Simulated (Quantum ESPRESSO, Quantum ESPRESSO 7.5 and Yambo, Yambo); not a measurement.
# Quasiparticle gap of BaAlGeH (P3m1) in Yambo

Wanted: ground state, empty states, screening and self-energy for BaAlGeH (P3m1).

Program: Quantum ESPRESSO 7.5 and Yambo 5.3.0. Level of theory: PBEsol and many-body steps on it, plane waves. Values are calculated unless marked as measured.

This is a report of a sequence of runs, with the program logs left out and the cost of each run kept.

## Step 1: The system as given

The structure is trigonal, space group P3m1 (No. 156). Conventional cell: a = 4.345 Å, b = 4.345 Å, c = 5.216 Å, α = 90.00°, β = 90.00°, γ = 120.00°. Ba has 3 H at 2.60 Å nearest. Nearest to Al lie 1 H at 1.73 Å and 3 Ge at 2.55 Å. Nearest to Ge lie 3 Al at 2.55 Å. H has 1 Al at 1.73 Å and 3 Ba at 2.60 Å nearest. Farther neighbours, and contacts between anions beyond the nearest, are not listed.

The cell and positions come from the Crystallography Open Database and are kept as given unless a step says otherwise.

## Step 2: Ground state

This step: Quantum ESPRESSO 7.5; DFT, PBEsol with spin-orbit coupling, plane waves, norm-conserving pseudopotentials.

The ground-state density comes first.

pw.in reads:

```
&control
  calculation = 'scf'
  prefix = 'x'
  outdir = 'o'
  pseudo_dir = 'pseudo'
/
&system
  ibrav = 0
  nat = 4
  ntyp = 4
  ecutwfc = 70.0
  nbnd = 40
  force_symmorphic = .true.
  noncolin = .true.
  lspinorb = .true.
/
&electrons
  conv_thr = 1e-10
  electron_maxstep = 80
  mixing_beta = 0.5
/
ATOMIC_SPECIES
  Ba 137.33 Ba.upf
  Al 26.982 Al.upf
  Ge 72.63 Ge.upf
  H 1.008 H.upf
CELL_PARAMETERS angstrom
  4.3448400000 -0.0000000000 0.0000000000
  -2.1724200000 3.7627418154 0.0000000000
  0.0000000000 0.0000000000 5.2160600000
ATOMIC_POSITIONS crystal
  Ba 0.0000000000 0.0000000000 0.0000000000
  Al 0.6666666667 0.3333333333 0.5395000000
  Ge 0.3333333333 0.6666666667 0.4551000000
  H 0.6666666667 0.3333333333 0.8703000000
K_POINTS automatic
  6 6 4 0 0 0
```

Command:

```console
> OMP_NUM_THREADS=1 mpirun -n 4 pw.x -nk 4 -in pw.in > pw.out
```

The job ended after 65 s (4 MPI ranks of Arm Neoverse V1, shared host; peak memory 0.73 GiB; 4.3 min of CPU time).

Read from the output:

| Property | Result |
| --- | --- |
| total energy | -3272.7100 eV |
| gap | 0.7555 eV |
| k of the valence top | 0, 0, -0.5 |
| k of the conduction bottom | 0, -0.5, 0 |
| least direct gap | 1.293 eV |

The gap is indirect, with the least direct gap 0.54 eV higher.

## Step 3: Bands along the symmetry lines

Levels along a band path, at the cheap level, show where the edges lie and whether the meshes to come will hold them.

pw.in reads:

```
&control
  calculation = 'bands'
  prefix = 'x'
  outdir = 'o'
  pseudo_dir = 'pseudo'
/
&system
  ibrav = 0
  nat = 4
  ntyp = 4
  ecutwfc = 70.0
  nbnd = 40
  force_symmorphic = .true.
  noncolin = .true.
  lspinorb = .true.
/
&electrons
  conv_thr = 1e-9
  electron_maxstep = 80
  diago_full_acc = .true.
  diago_thr_init = 5e-6
/
ATOMIC_SPECIES
  Ba 137.33 Ba.upf
  Al 26.982 Al.upf
  Ge 72.63 Ge.upf
  H 1.008 H.upf
CELL_PARAMETERS angstrom
  4.3448400000 -0.0000000000 0.0000000000
  -2.1724200000 3.7627418154 0.0000000000
  0.0000000000 0.0000000000 5.2160600000
ATOMIC_POSITIONS crystal
  Ba 0.0000000000 0.0000000000 0.0000000000
  Al 0.6666666667 0.3333333333 0.5395000000
  Ge 0.3333333333 0.6666666667 0.4551000000
  H 0.6666666667 0.3333333333 0.8703000000
K_POINTS crystal
  75
  0.00000000 0.00000000 0.00000000 1
  0.06250000 0.00000000 0.00000000 1
  0.12500000 0.00000000 0.00000000 1
  0.18750000 0.00000000 0.00000000 1
  0.25000000 0.00000000 0.00000000 1
  0.31250000 0.00000000 0.00000000 1
  0.37500000 0.00000000 0.00000000 1
  0.43750000 0.00000000 0.00000000 1
  0.50000000 0.00000000 0.00000000 1
  0.47916667 0.04166667 0.00000000 1
  0.45833333 0.08333333 0.00000000 1
  0.43750000 0.12500000 0.00000000 1
  0.41666666 0.16666666 0.00000000 1
  0.39583333 0.20833333 0.00000000 1
  0.37500000 0.25000000 0.00000000 1
  0.35416666 0.29166666 0.00000000 1
  0.33333333 0.33333333 0.00000000 1
  0.29166666 0.29166666 0.00000000 1
  0.25000000 0.25000000 0.00000000 1
  0.20833333 0.20833333 0.00000000 1
  0.16666666 0.16666666 0.00000000 1
  0.12500000 0.12500000 0.00000000 1
  0.08333333 0.08333333 0.00000000 1
  0.04166667 0.04166667 0.00000000 1
  0.00000000 0.00000000 0.00000000 1
  0.00000000 0.00000000 0.06250000 1
  0.00000000 0.00000000 0.12500000 1
  0.00000000 0.00000000 0.18750000 1
  0.00000000 0.00000000 0.25000000 1
  0.00000000 0.00000000 0.31250000 1
  0.00000000 0.00000000 0.37500000 1
  0.00000000 0.00000000 0.43750000 1
  0.00000000 0.00000000 0.50000000 1
  0.06250000 0.00000000 0.50000000 1
  0.12500000 0.00000000 0.50000000 1
  0.18750000 0.00000000 0.50000000 1
  0.25000000 0.00000000 0.50000000 1
  0.31250000 0.00000000 0.50000000 1
  0.37500000 0.00000000 0.50000000 1
  0.43750000 0.00000000 0.50000000 1
  0.50000000 0.00000000 0.50000000 1
  0.47916667 0.04166667 0.50000000 1
  0.45833333 0.08333333 0.50000000 1
  0.43750000 0.12500000 0.50000000 1
  0.41666666 0.16666666 0.50000000 1
  0.39583333 0.20833333 0.50000000 1
  0.37500000 0.25000000 0.50000000 1
  0.35416666 0.29166666 0.50000000 1
  0.33333333 0.33333333 0.50000000 1
  0.29166666 0.29166666 0.50000000 1
  0.25000000 0.25000000 0.50000000 1
  0.20833333 0.20833333 0.50000000 1
  0.16666666 0.16666666 0.50000000 1
  0.12500000 0.12500000 0.50000000 1
  0.08333333 0.08333333 0.50000000 1
  0.04166667 0.04166667 0.50000000 1
  0.00000000 0.00000000 0.50000000 1
  0.50000000 0.00000000 0.50000000 1
  0.50000000 0.00000000 0.43750000 1
  0.50000000 0.00000000 0.37500000 1
  0.50000000 0.00000000 0.31250000 1
  0.50000000 0.00000000 0.25000000 1
  0.50000000 0.00000000 0.18750000 1
  0.50000000 0.00000000 0.12500000 1
  0.50000000 0.00000000 0.06250000 1
  0.50000000 0.00000000 0.00000000 1
  0.33333333 0.33333333 0.50000000 1
  0.33333333 0.33333333 0.43750000 1
  0.33333333 0.33333333 0.37500000 1
  0.33333333 0.33333333 0.31250000 1
  0.33333333 0.33333333 0.25000000 1
  0.33333333 0.33333333 0.18750000 1
  0.33333333 0.33333333 0.12500000 1
  0.33333333 0.33333333 0.06250000 1
  0.33333333 0.33333333 0.00000000 1
```

Wall time 68 s (4 MPI ranks); peak memory 0.45 GiB; 4.5 min of CPU time.

Read from the output:

```
gap                        : 0.7013 eV
k of the valence top       : 0.0625, 0, 0.5
k of the conduction bottom : 0.5, 0, 0.125
least direct gap           : 1.285 eV
```

The gap is 0.701 eV, −0.054 eV from the run before at this level.

The electronic bands at the labelled points (eV, zero at the top of the highest filled band):

```
    point  band 25  band 26  band 27  band 28  band 29  band 30  band 31  band 32
        Γ    -0.51    -0.51    -0.43    -0.43     1.08     1.08     3.22     3.22
  halfway    -0.86    -0.84    -0.68    -0.62     1.46     1.47     2.58     2.62
        M    -1.15    -1.15    -0.56    -0.56     0.74     0.74     2.32     2.32
  halfway    -2.16    -2.15    -0.61    -0.59     1.06     1.09     2.68     2.73
        K    -2.68    -2.65    -0.78    -0.77     1.20     1.24     2.81     2.84
  halfway    -1.52    -1.47    -0.63    -0.57     2.05     2.07     2.22     2.26
        Γ    -0.51    -0.51    -0.43    -0.43     1.08     1.08     3.22     3.22
  halfway    -0.34    -0.34    -0.26    -0.26     1.25     1.25     2.33     2.33
        A    -0.04    -0.04    -0.02    -0.02     1.30     1.30     1.88     1.88
  halfway    -1.10    -1.10    -0.76    -0.74     1.60     1.61     2.89     2.89
        L    -1.65    -1.65    -0.84    -0.84     1.62     1.62     3.46     3.46
  halfway    -2.04    -1.99    -0.73    -0.63     2.54     2.57     3.40     3.42
        H    -2.31    -2.24    -0.57    -0.42     3.09     3.10     3.61     3.65
  halfway    -1.54    -1.49    -0.74    -0.71     2.16     2.20     2.98     2.99
        A    -0.04    -0.04    -0.02    -0.02     1.30     1.30     1.88     1.88
jump to L    -1.65    -1.65    -0.84    -0.84     1.62     1.62     3.46     3.46
  halfway    -1.43    -1.42    -0.75    -0.71     0.87     0.87     2.93     2.97
        M    -1.15    -1.15    -0.56    -0.56     0.74     0.74     2.32     2.32
jump to H    -2.31    -2.24    -0.57    -0.42     3.09     3.10     3.61     3.65
  halfway    -2.78    -2.72    -0.68    -0.60     2.34     2.35     3.37     3.41
        K    -2.68    -2.65    -0.78    -0.77     1.20     1.24     2.81     2.84
```

## Step 4: Empty states on the mesh, 3×3×4 mesh, 162 bands

The sums over transitions need many empty states on a uniform mesh; this step solves for them.

pw.in reads:

```
&control
  calculation = 'nscf'
  prefix = 'x'
  outdir = 'o'
  pseudo_dir = 'pseudo'
/
&system
  ibrav = 0
  nat = 4
  ntyp = 4
  ecutwfc = 70.0
  nbnd = 162
  force_symmorphic = .true.
  noncolin = .true.
  lspinorb = .true.
/
&electrons
  conv_thr = 1e-9
  electron_maxstep = 80
  diago_full_acc = .true.
  diago_thr_init = 5e-6
/
ATOMIC_SPECIES
  Ba 137.33 Ba.upf
  Al 26.982 Al.upf
  Ge 72.63 Ge.upf
  H 1.008 H.upf
CELL_PARAMETERS angstrom
  4.3448400000 -0.0000000000 0.0000000000
  -2.1724200000 3.7627418154 0.0000000000
  0.0000000000 0.0000000000 5.2160600000
ATOMIC_POSITIONS crystal
  Ba 0.0000000000 0.0000000000 0.0000000000
  Al 0.6666666667 0.3333333333 0.5395000000
  Ge 0.3333333333 0.6666666667 0.4551000000
  H 0.6666666667 0.3333333333 0.8703000000
K_POINTS automatic
  3 3 4 0 0 0
```

Wall time 70 s (4 MPI ranks); peak memory 0.88 GiB; 4.7 min of CPU time.

This step gave:

| Property | Result |
| --- | --- |
| gap | 0.8916 eV |
| k of the valence top | 0, 0, -0.5 |
| k of the conduction bottom | 0, -0.3333, 0.25 |
| least direct gap | 1.293 eV |
| k points computed | 10 |
| lowest point of the top converged band, above the valence top | 37.90 eV |

On this mesh the gap is 0.892 eV. The earlier step found 0.755 eV, so this mesh misses an edge.

## Step 5: Conversion and set-up

This step: Yambo 5.3.0; conversion and set-up on PBEsol with spin-orbit coupling, plane waves, norm-conserving pseudopotentials.

The states are converted to the many-body program's format and the q mesh is built.

Command:

```console
> (cd o/x.save; p2y > p2y.log; mv SAVE ../..); yambo > setup.log
```

Run time: 4.5 s. Hardware: 1 MPI rank; peak memory 0.24 GiB.

## Step 6: Screening and self-energy, 3×3×4 mesh, 162 bands, screening to 88.4 eV

Now the one-shot GW correction: screening in the RPA, then the self-energy of the levels asked for.

This step: G0W0 on PBEsol with spin-orbit coupling, plane waves, norm-conserving pseudopotentials.

gw4.in reads:

```
HF_and_locXC
gw0
dyson
ppa
em1d
rim_cut
RandQpts= 1000000
RandGvec= 1 RL
EXXRLvcs= 70 Ry
VXCRLvcs= 280 Ry
Chimod= "HARTREE"
% BndsRnXp
 1 | 162 |
%
NGsBlkXp= 6.5 Ry
% LongDrXp
 1 | 1 | 1 |
%
% GbndRnge
 1 | 162 |
%
DysSolver= "n"
ExtendOut
PPAPntXp= 27.21138 eV
% QPkrange
 3 | 3 | 25 | 32 |
 10 | 10 | 25 | 32 |
 1 | 1 | 25 | 32 |
%
```

Command:

```console
> OMP_NUM_THREADS=1 mpirun -n 4 yambo -F gw4.in -J gw4 -C gw4 > gw4.log
```

Wall time 3.6 min (4 MPI ranks); peak memory 3.7 GiB; 14 min of CPU time.

This step gave:

| Property | Result |
| --- | --- |
| G0W0 gap on the mesh | 1.442 eV |
| starting gap on the mesh | 0.8916 eV |
| k of the valence top | 0, 0, -0.5 |
| k of the conduction bottom | 0, -0.3333, 0.25 |
| least direct G0W0 gap on the computed points | 1.810 eV |
| Z at the valence top | 0.7817 |
| Z at the conduction bottom | 0.7926 |

The gap on the mesh goes from 0.89 eV to 1.44 eV, a correction of +0.55 eV. The start differs from the 0.76 eV found before because the two sample other k points.

Limits: finite bands, cutoff and mesh; exchange with frozen shells missing; coarse k mesh. v1 is the top filled band, c1 the lowest empty one. The levels before and after the correction (eV, zero at the valence-band top of each column):

```
           conduction bottom  valence top
Kohn-Sham               0.89         0.00
     G0W0               1.44         0.00
```

```
                        level  energy (eV)
Kohn-Sham       (0 0 -0.5) v3       -0.018
Kohn-Sham    (0 0 -0.5) v2-v1        0.000
Kohn-Sham    (0 0 -0.5) c1-c2        1.317
Kohn-Sham       (0 0 -0.5) c3        1.901
Kohn-Sham  (0 -0.333 0.25) v3       -1.166
Kohn-Sham  (0 -0.333 0.25) v2       -0.437
Kohn-Sham  (0 -0.333 0.25) v1       -0.402
Kohn-Sham  (0 -0.333 0.25) c1        0.892
Kohn-Sham  (0 -0.333 0.25) c2        0.916
Kohn-Sham  (0 -0.333 0.25) c3        2.430
     G0W0       (0 0 -0.5) v3       -0.143
     G0W0    (0 0 -0.5) v2-v1        0.000
     G0W0    (0 0 -0.5) c1-c2        1.854
     G0W0       (0 0 -0.5) c3        2.599
     G0W0  (0 -0.333 0.25) v3       -1.281
     G0W0  (0 -0.333 0.25) v2       -0.412
     G0W0  (0 -0.333 0.25) v1       -0.367
     G0W0  (0 -0.333 0.25) c1        1.442
     G0W0  (0 -0.333 0.25) c2        1.459
     G0W0  (0 -0.333 0.25) c3        3.065
```

## Step 7: Where the time went

Times are wall times on the hardware named with each run, good to a factor of about two.

```
                          step     time  share  memory (GiB)
                  ground state     65 s   15 %          0.73
bands along the symmetry lines     68 s   16 %          0.45
      empty states on the mesh     70 s   17 %          0.88
         conversion and set-up    4.5 s    1 %          0.24
     screening and self-energy  3.6 min   51 %           3.7
```

## Step 8: Outcome

```json
{
  "PBEsol gap": "0.70 eV, indirect",
  "G0W0 gap on the mesh": "1.44 eV",
  "G0W0 gap over the zone (rigid shift)": "1.25 eV",
  "GW settings": "3×3×4 mesh, 162 bands, screening to 88.4 eV, Godby-Needs plasmon pole",
  "known limits": "short of the basis limit; exchange with frozen shells missing; coarse k mesh"
}
```

G0W0 moves the gap on the mesh from 0.89 eV to 1.44 eV (+0.55 eV), with Z of 0.78 and 0.79 at the edges. The mesh misses the band edges by 0.19 eV in all; a rigid shift gives 1.25 eV for the zone. The dearest step here is «screening and self-energy». Bands and cutoff are finite, so the gap stands short of the basis limit, usually by up to a few tenths of an eV; the mesh is an error of its own. The 3×3×4 mesh is coarse for this cell, which bears on the long-range parts of exchange and screening. The norm-conserving file of at least one element keeps a d shell over frozen s and p shells of the same row. Exchange with those shells is missing from the self-energy, an error of 0.3 to 0.9 eV in cases checked, whose sign depends on which edge lies on those atoms.

[Long decimals in the printed logs are rounded to 6 places.]

[Logs are printed without paths, hosts, clocks, repeated set-up lines and the standing remarks that a program may print on its own settings, such as how far it seeks lower states.]

[Paths, hosts, dates, memory and timing lines, banners, echoed tables and standing remarks are left out of the program output; an Ansatz launch command may be rebuilt from the run's recorded settings. Measured values are a selection of at most five: reports struck by readers or far from the other reports are left out. None is set beside runs whose start may be inverted or whose files or cutoffs have a known fault.]

[Runs of the session that timed out or met a known fault of the program may be left out.]

[Hosts, paths, dates, database ids (printed as entryN), source tags and the programs' standing remarks are cut or masked in the printed files.]
